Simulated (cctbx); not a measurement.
# Accept or mend?

Cell a = 6.3920 Å, b = 3.8120 Å, c = 6.7670 Å, α = 90.00°, β = 109.75°, γ = 90.00°; space group P2_1/m (no. 11).

Simulated single-crystal data (cctbx): Mo Kα, λ = 0.71073 Å, to d = 0.8 Å, 50 % of the full sphere, strongest reflection 40000 counts, noise from counting, a 4 % proportional error and a noise floor of 4 counts (s.d.); no absorption.

An anisotropic refinement with weights 1/σ² prints:

```text
Rint 0.024, 321 unique reflections to 0.80 A
cycle     R1     wR2    GooF  max shift (A)
   1  0.0157  0.0411   1.193   0.04511
  12  0.0148  0.0359   1.042   0.00217
final R1 0.0148 wR2 0.0359 GooF 1.042  parameters 27  data/parameter 11.9
atom        x        y        z      Ueq    occ   su(xyz)  su(Uiso or U11)
Tb1    0.70981  0.75000  0.88089   0.0033  1.000  0.00004  0.0002
Br1    0.75815  0.25000  0.56632   0.0045  1.000  0.00009  0.0002
O1     0.44077  0.25000  0.83139   0.0066  1.000  0.00063  0.0017
O2     0.89098  0.25000  0.08200   0.0087  1.000  0.00062  0.0019
H1     0.89934  0.25000  0.23034   0.0001  1.000  0.01136  0.0132
difference map: max 1.56 min -0.84 rms 0.22
Q1    0.3153  0.2500  0.6976    2    1.57  0.99 A from O1
Q2    0.2081  0.2500  0.7727    2    0.80  1.40 A from O1
Q3    0.3126  0.2500  0.5011    2    0.78  1.98 A from Br1
Q4    0.2415  0.7500  0.2745    2    0.74  1.08 A from Br1
Q5    0.5073  0.2500  0.1459    2    0.68  1.34 A from Tb1
Q6    0.4852  0.7500  0.2306    2    0.66  0.73 A from O1
```

**Question.** Can this result stand? If not, what is the likely fault?

Mend it. The fault: an atom left out, H at (0.3134, 1/4, 0.6854). Against the right model at the same level, R1 goes from 0.0141 to 0.0148 and GooF from 0.98 to 1.04. Q1 is the missing atom. With scattering power missing, scale and phases suffer, so peaks may also grow on the heavy atoms. The fit had not settled when the cycles ran out.

The compound is TbH2BrO2. The right model at the same level gives:

```text
Rint 0.024, 321 unique reflections to 0.80 A
cycle     R1     wR2    GooF  max shift (A)
   1  0.0149  0.0392   1.144   0.01917
   8  0.0141  0.0337   0.984   0.00147
final R1 0.0141 wR2 0.0337 GooF 0.984  parameters 30  data/parameter 10.7
atom        x        y        z      Ueq    occ   su(xyz)  su(Uiso or U11)
Tb1    0.70981  0.75000  0.88089   0.0033  1.000  0.00003  0.0002
Br1    0.75815  0.25000  0.56633   0.0045  1.000  0.00009  0.0002
O1     0.44073  0.25000  0.83171   0.0066  1.000  0.00060  0.0016
O2     0.89116  0.25000  0.08210   0.0087  1.000  0.00059  0.0018
H1     0.31651  0.25000  0.70229   0.0062  1.000  0.01198  0.0145
H2     0.88952  0.25000  0.23050   0.0001  1.000  0.01065  0.0130
difference map: max 0.75 min -0.81 rms 0.21
Q1    0.2054  0.2500  0.7747    2    0.76  0.99 A from H1
Q2    0.3144  0.2500  0.5003    2    0.76  1.36 A from H1
Q3    0.2408  0.7500  0.2743    2    0.75  1.08 A from Br1
Q4    0.5092  0.2500  0.1453    2    0.71  1.35 A from Tb1
Q5    0.0294  0.2500  0.6204    2    0.67  1.65 A from Br1
Q6    0.1015  0.7500  0.0612    2    0.66  0.99 A from O2
```

The model was made for the exercise: a known structure type with other elements put in, its volume estimated, not relaxed; displacement parameters are assumed.

[Middle refinement cycles are left out of these outputs.]

[Logs are printed without paths, hosts, clocks, repeated set-up lines and the standing remarks that a program may print on its own settings, such as how far it seeks lower states.]
